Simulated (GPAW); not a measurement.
The La L₃ edge of atom 1 in LaS (Fm-3m), with 6 S at 2.93 Å (octahedral, site symmetry m-3m), was computed in 2 ways: excited-electron core hole (neutral cell) and no core hole. Program and functional: GPAW, LDA, without spin-orbit coupling, Gaussian full width 3.41 eV up to 4 eV, rising linearly to 3.5 eV at 25 eV; cells of 2 and 12 atoms (the run without a hole in the smaller).

Each run is counted from its own lowest empty level or Fermi level and scaled to a mean of 1 over its first 20 eV.

```csv
E (eV),run 1,run 2
-2.0,0.09,0.16
-1.5,0.17,0.30
-1.0,0.29,0.51
-0.5,0.46,0.81
0.0,0.68,1.18
0.5,0.95,1.59
1.0,1.25,1.98
1.5,1.55,2.29
2.0,1.81,2.47
2.5,1.99,2.48
3.0,2.06,2.33
3.5,2.01,2.06
4.0,1.86,1.73
4.5,1.66,1.40
5.0,1.45,1.11
5.5,1.28,0.91
6.0,1.16,0.77
6.5,1.09,0.70
7.0,1.04,0.68
7.5,1.01,0.69
8.0,0.98,0.71
8.5,0.93,0.73
9.0,0.89,0.74
9.5,0.84,0.74
10.0,0.81,0.73
10.5,0.79,0.70
11.0,0.76,0.68
11.5,0.73,0.64
12.0,0.70,0.61
12.5,0.67,0.57
13.0,0.65,0.54
13.5,0.65,0.53
14.0,0.66,0.53
14.5,0.67,0.57
15.0,0.68,0.61
15.5,0.68,0.67
16.0,0.67,0.72
16.5,0.66,0.76
17.0,0.65,0.77
17.5,0.63,0.75
18.0,0.62,0.72
18.5,0.59,0.66
19.0,0.57,0.61
19.5,0.55,0.57
20.0,0.55,0.54
20.5,0.56,0.53
21.0,0.60,0.53
21.5,0.65,0.54
22.0,0.71,0.56
22.5,0.77,0.57
23.0,0.82,0.59
23.5,0.86,0.61
24.0,0.88,0.63
24.5,0.88,0.64
25.0,0.85,0.65
25.5,0.80,0.65
26.0,0.73,0.65
26.5,0.65,0.64
27.0,0.58,0.63
27.5,0.54,0.62
28.0,0.52,0.62
28.5,0.53,0.63
```

Question: Which run is which?

Run 1: no core hole (area from −2 to 6 eV 10.1, main maxima 3.0 eV (2.06) and 24.2 eV (0.88)). Run 2: excited-electron core hole (neutral cell) (area from −2 to 6 eV 11.8, main maxima 2.2 eV (2.49), 9.2 eV (0.74) and 17.0 eV (0.77)). With each curve scaled to its own mean, the area from −2 to 6 eV with the hole is 11.8 against 10.1, and the centre of weight from −1 to 20 eV moves by -0.6 eV: the hole pulls the absorber's empty states down.

[Banner, clock and machine lines of the logs are left out without a mark of their own.]

[Logs are printed without paths, hosts, clocks, repeated set-up lines and the standing remarks that a program may print on its own settings, such as how far it seeks lower states.]

[Hosts, paths, dates, database ids (printed as entryN), source tags and the programs' standing remarks are cut or masked in the printed files.]

[Lists of maxima count a maximum above −3 eV only where it reaches 4 % of the highest in the window and stands out from its surroundings by 2 % of it (1.5 % where it reaches 55 %); shoulders and weaker maxima are passed over, and of the rest the first, up to two pre-edge ones and the few strongest are named.]
